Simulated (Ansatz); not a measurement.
## H_i (bond centre, by Br) in KBr (Fm-3m): charge-transition levels and formation energies

Wanted: the transition levels of a hydrogen interstitial in KBr (Fm-3m), from a cell of 54 host atoms with 1 H put in.

Calculated with Ansatz 0.2.0; place-levels on HSE06 runs: charge-transition levels and formation energies with image-charge correction and potential alignment at the atomic sites; PAW set soft_1.

In doubt: a hybrid run on one k-point (in some of the runs), which bears on gaps, levels and energies.

### Step 1. Starting point

The cell holds 55 atoms: 27 K, 27 Br and 1 H. Cell: a = 13.895 Å, b = 13.895 Å, c = 13.895 Å, α = 60.0°, β = 60.0°, γ = 60.0°. It derives from KBr (space group Fm-3m). Nearest the centre at fractional (0.419, 0.581, 0.581): H55 at 0.00 Å, Br28 at 1.59 Å, K35 at 1.68 Å, K51 at 3.64 Å, K47 at 3.64 Å, K29 at 3.64 Å, K33 at 3.64 Å, Br16 at 3.68 Å.

Structure file:

```xyz
55
Lattice="0.0000 9.8249 9.8249 9.8249 0.0000 9.8249 9.8249 9.8249 0.0000" Properties=species:S:1:pos:R:3 pbc="T T T"
K     0.0000    0.0000    0.0000
Br    3.2750    3.2750    3.2750
K     3.2750    3.2750    0.0000
Br    6.5499    6.5499    3.2750
K     6.5499    6.5499    0.0000
Br    9.8249    9.8249    3.2750
K     3.2750    0.0000    3.2750
Br    6.5499    3.2750    6.5499
K     6.5499    3.2750    3.2750
Br    9.8249    6.5499    6.5499
K     9.8249    6.5499    3.2750
Br   13.0999    9.8249    6.5499
K     6.5499    0.0000    6.5499
Br    9.8249    3.2750    9.8249
K     9.8249    3.2750    6.5499
Br   13.0999    6.5499    9.8249
K    13.0999    6.5499    6.5499
Br   16.3748    9.8249    9.8249
K     0.0000    3.2750    3.2750
Br    3.2750    6.5499    6.5499
K     3.2750    6.5499    3.2750
Br    6.5499    9.8249    6.5499
K     6.5499    9.8249    3.2750
Br    9.8249   13.0999    6.5499
K     3.2750    3.2750    6.5499
Br    6.5499    6.5499    9.8249
K     6.5499    6.5499    6.5499
Br    9.8249    9.8249    9.8249
K     9.8249    9.8249    6.5499
Br   13.0999   13.0999    9.8249
K     6.5499    3.2750    9.8249
Br    9.8249    6.5499   13.0999
K     9.8249    6.5499    9.8249
Br   13.0999    9.8249   13.0999
K    13.0999    9.8249    9.8249
Br   16.3748   13.0999   13.0999
K     0.0000    6.5499    6.5499
Br    3.2750    9.8249    9.8249
K     3.2750    9.8249    6.5499
Br    6.5499   13.0999    9.8249
K     6.5499   13.0999    6.5499
Br    9.8249   16.3748    9.8249
K     3.2750    6.5499    9.8249
Br    6.5499    9.8249   13.0999
K     6.5499    9.8249    9.8249
Br    9.8249   13.0999   13.0999
K     9.8249   13.0999    9.8249
Br   13.0999   16.3748   13.0999
K     6.5499    6.5499   13.0999
Br    9.8249    9.8249   16.3748
K     9.8249    9.8249   13.0999
Br   13.0999   13.0999   16.3748
K    13.0999   13.0999   13.0999
Br   16.3748   16.3748   16.3748
H    11.4154    9.8249    9.8249
```

Screening for the image-charge correction: ε∞ = 2.62, ε0 = 5.31, from a response run on this crystal (DFPT, PBEsol) at that run's own cell.

The cell's shortest repeat is 13.9 Å.

### Step 2. What was run first

Levels follow from differences of total energies between charge states, each relaxed by itself.

Random displacements of about 0.05 Å break the site symmetry at the start, so that the relaxation can reach a distorted minimum if there is one. Forces are taken at one point at (¼, ¼, ¼). The cell holds 1 electron more than the neutral one, with a uniform background that keeps it neutral on the whole.

One state's input; the others differ in charge, spin, start and seed, and in occupations where the table says so.

qm1.relax/input.yaml reads:

```yaml
crystal:
  lattice:
    - [0.0, 3.27496591, 3.27496591]
    - [3.27496591, 0.0, 3.27496591]
    - [3.27496591, 3.27496591, 0.0]
  atoms:
    - { symbol: K, position: [0.0, 0.0, 0.0] }
    - { symbol: Br, position: [0.5, 0.5, 0.5] }
  supercell: [3, 3, 3]
  defects:
    - { interstitial: { symbol: H, position: [0.419058, 0.580942, 0.580942] } }
total_charge: -1
basis:
  ecutwfc: 420
  xc_grid: 2
hamiltonian:
  xc: pbesol
  pseudopotentials: { kind: paw, azcp: { folder: soft_1 }, xc_functional: pbe }
kpoints:
  mp_grid: { grid: [1, 1, 1], shift: [0.25, 0.25, 0.25] }
scf:
  occupations: { method: fixed }
  max_iter: 100
output:
  forces: true
  charged_corrections:
    epsilon: 2.62
    static_epsilon: 5.31
    defect_position: [0.419058, 0.580942, 0.580942]
relax:
  f_tol: 0.02
  max_steps: 60
  random_displacement: { amplitude: 0.05, seed: 310 }
checkpoint:
  write: "../qm1.relax.run"
  compress: false
  write_wavefunctions: true
  write_every: 100000
```

Started as:

```sh
$ ansatz run input.yaml --threads 4 --pin off --max-ram 14131MiB --backend cpu --events-out ev --progress --plain --runs-dir out
```

Exact exchange opens the gap and lessens the self-interaction that spreads bound carriers; this run is a single point that starts from the saved hybrid relaxation.

The run of this state that the levels use, under HSE06:

qm1.hybq/input.yaml reads:

```yaml
crystal:
  checkpoint: "../qm1.hrelax.run"
  host: checkpoint
total_charge: -1
basis:
  ecutwfc: 420
  xc_grid: 2
hamiltonian:
  xc: hse06
  pseudopotentials: { kind: paw, azcp: { folder: soft_1 } }
kpoints:
  mp_grid: { grid: [1, 1, 1], shift: [0.25, 0.25, 0.25] }
scf:
  occupations: { method: fixed }
  max_iter: 100
output:
  forces: true
  charged_corrections:
    epsilon: 2.62
    static_epsilon: 5.31
    defect_position: [0.419058, 0.580942, 0.580942]
  eigenvalues: true
  eigenstates: { localisation: true }
  populations: true
checkpoint:
  read: "../qm1.hrelax.run"
  write: "../qm1.hybq.run"
  compress: false
  write_wavefunctions: false
  write_every: 100000
```

Relaxations under PBEsol at one point at (¼, ¼, ¼); times on 4 threads of Arm Neoverse V1, shared host:

```tsv
charge	moment (μB)	occupations	outcome	steps	largest displacement against the far atoms (Å)	time
−1	0	fixed	converged	18	2.32	5 min
0	1	fixed	converged	19	2.33	13 min
+1	0	fixed	converged	16	1.63	4.6 min
```

Relaxations under HSE06 at the zone centre alone; times on 4 threads of Arm Neoverse V1, shared host:

```tsv
charge	moment (μB)	occupations	outcome	steps	largest displacement against the far atoms (Å)	time
−1	0	fixed	converged	1	2.32	2.7 min
0	1	fixed	converged	1	2.33	6.2 min
+1	0	fixed	converged	2	1.63	4.9 min
```

Single points under HSE06 at one point at (¼, ¼, ¼); times on 4 threads of Arm Neoverse V1, shared host:

```tsv
charge	moment (μB)	occupations	outcome	time
−1	0	fixed	converged	7.9 min
0	1	fixed	converged	18 min
+1	0	fixed	converged	8.3 min
```

Distances (Å) from H55 to the nearest atoms after relaxation with HSE06:

```tsv
charge	moment (μB)	1.	2.	3.	4.	5.	6.
−1	0	K 2.51	K 2.51	K 2.51	K 2.51	Br 3.20	Br 3.20
0	1	K 2.82	K 2.83	K 2.83	K 2.83	Br 2.86	Br 2.86
+1	0	Br 1.71	Br 1.71	K 2.79	K 2.79	Br 4.01	Br 4.01
```

### Step 3. place-levels, HSE06

A charged cell interacts with its images and the background, and its potential has another zero than the host's. place-levels removes the first by a point-charge model, screened by the static dielectric constant since the ions have relaxed around the charge, and the second by comparing potentials at atoms far from the defect.

The host is a run of the defect-free crystal in the same cutoffs, grids and k-points, so that basis and sampling errors cancel in part in the differences. The host is run in a cell of 2 atoms on a matching mesh. Its band edges are searched through the zone by a band path, so the gap is smaller than, or equal to, that on the mesh. Chemical potentials are energies per atom of H (H2 molecule), run with the same functional and cutoff.

levels.hybq.yaml reads:

```yaml
host:
  run: host.hybq.run
states: [qm1.hybq.run, q0_M1.hybq.run, qp1.hybq.run]
geometry_from:
  qm1.hybq.run: qm1.hrelax.run
  q0_M1.hybq.run: q0_M1.hrelax.run
  qp1.hybq.run: qp1.hrelax.run
chemical_potentials:
  H:
    energy: -15.897342
    dataset: "<sha256 of the dataset>"
```

Started as:

```sh
$ ansatz place-levels levels.hybq.yaml -- --threads 4 --pin off --max-ram 14131MiB
```

Numbers of over 12 decimals in the logs are rounded to 6 here.

The program printed:

```text
[... repeated set-up lines and file paths are left out, and long positions are rounded to six places ...]
(+1/0) 3.361 eV above the valence edge, 2.306 eV under the conduction edge
(0/-1) 3.583 eV above the valence edge, 2.084 eV under the conduction edge
formation energy of charge +1: -1.011 eV with the Fermi level at the valence edge
formation energy of charge 0: +2.350 eV with the Fermi level at the valence edge
formation energy of charge -1: +5.932 eV with the Fermi level at the valence edge
  edges by hse06, gap 5.667 eV; the host is sampled to repeats of 13.89 Å
  the defect's cells are sampled to repeats of 13.89 Å, like sampling
  charge +1: -116857.1503 eV with its correction of +0.329 eV, at epsilon 5.31, aligned at sites: +0.0126 eV, mean over 10 atomic sites at or beyond 6.95 Å from the defect at [0.4191, 0.5809, 0.5809], with +0.000520 for the charge's moments and without [...]
  charge 0: +0.000 eV for its dipole among its images, +0.000 omitted
  charge -1: -116849.4531 eV with its correction of +0.291 eV, at epsilon 5.31, aligned at sites: +0.0253 eV, mean over 10 atomic sites at or beyond 6.95 Å from the defect at [0.4191, 0.5809, 0.5809], with +0.000000 for the charge's moments and without [...]
  of the host: (host) hybrid's levels can ripple along a path where its exchange mesh is coarse, and an extremum then takes the crest, of which none of its warnings tells: converge the edges in the exchange mesh (kpoints.mp_grid)
  of states[2] (qp1.hybq.run): how wide its charge is, is not read beside other atoms or cores, and a band state would take no correction. [...]
  of states[1] (q0_M1.hybq.run): its alignment with the host at atomic sites is doubtful: the cell is too small to show whether the defect's potential has decayed: take a larger one; stability_check_not_made; [...]
  of states[0] (qm1.hybq.run): how wide its charge is, is not read beside other atoms or cores, and a band state would take no correction. [...]
```

Wall time 0.19 s (4 threads of Arm Neoverse V1, shared host).

Levels between the charges placed, in eV above the valence top:

```tsv
	gap (eV)	(+1/0)	(0/−1)
HSE06	5.67	3.36	3.58
```

Corrections by state:

```tsv
charge	moment (μB)	image terms and alignment (eV)	band filling (eV)	ε used	over the lowest of its charge, as the program ranks them, band filling apart (eV)
+1	0.0	0.329	-	5.31	0.000
0	1.0	0.000	-	-	0.000
−1	0.0	0.291	-	5.31	0.000
```

From the program's caveats on the states, each cut to its opening words:

- charge +1, −1: how wide its charge is, is not read beside other atoms or cores, and a band state would take no correction
- charge +1, 0 (1 μB), −1: its alignment with the host at atomic sites is doubtful: the cell is too small to show whether the defect's potential has decayed: take a larger one
- charge +1: the far atoms show a dipole or second moment of the defect's charge, for which the correction takes or leaves out 0.122 eV: further moments aren't read, and [...]
- charge 0 (1 μB): flagged: stability check not made
- charge −1: its displacements don't fall off away from the defect: farther atoms stand 0.037 Å off the host's places

Chemical potentials of the elements' reference phases, run alike. Formation energies (elemental references), with the Fermi level at the valence top and at the conduction bottom (gap 5.67 eV):

```tsv
charge	at valence top (eV)	at conduction bottom (eV)	correction included (eV)
+1	-1.01	4.66	0.33
0	2.35	2.35	0.00
−1	5.93	0.27	0.29
```

```csv
Fermi level (eV),lowest formation energy (eV)
0.00,-1.01
0.51,-0.50
1.03,0.02
1.54,0.53
2.06,1.05
2.57,1.56
3.09,2.08
3.61,2.32
4.12,1.81
4.64,1.29
5.15,0.78
5.67,0.27
```

Transition levels lie at 3.36 eV (+1/0) and 3.58 eV (0/−1) above the valence top. The formation energy turns negative for some Fermi levels (elemental references), which would push the Fermi level away from there.

### Step 4. What came out

* gap of the host: 5.67 eV (HSE06)
* level (plus 1/0): 3.36 eV above the valence top
* level (0/minus 1): 3.58 eV above the valence top
* lowest of the charges placed, just above the valence top (0.02 eV): +1
* lowest of the charges placed, just below the conduction bottom (0.02 eV): −1
* lowest formation energy at mid-gap of the charges run, elemental references: 1.82 eV

**Reading.** Of the charges placed (−1, 0 and +1), the lowest changes at 3.36 eV (+1/0) and 3.58 eV (0/−1) above the valence top, in a gap of 5.67 eV. Charges above +1 and below −1 were not placed, so these runs say nothing of levels that involve them. States placed: +1 at 0 μB; 0 at 1 μB; −1 at 0 μB. Other spin states or structures, where not listed, weren't placed. At charge −1, 0 and +1 the atom put in ends up to 2.3 Å from its starting place, so the name tells the start alone and the levels can join different sites. H is taken at its element; compounds, which aren't counted here, bound the chemical potentials and would shift these formation energies. The program doubts the alignment of potentials for at least one state, a sign that the cell is small. What this leaves open: one k-point off the zone centre stands for the whole zone.

[Logs are printed without paths, hosts, clocks, repeated set-up lines and the standing remarks that a program may print on its own settings, such as how far it seeks lower states.]

[Hosts, paths, dates, database ids (printed as entryN), source tags and the programs' standing remarks are cut or masked in the printed files.]

[Where a table of states has a column of steps, it counts the stored structures, which are thinned; the runs took as many ionic steps or more.]

[A defect's name tells the site on which it was built; relaxed atoms can leave that site.]

[For some hosts the program warned that the k-mesh of the response run may be too coarse for force constants and the static dielectric constant; such warnings are not shown here.]
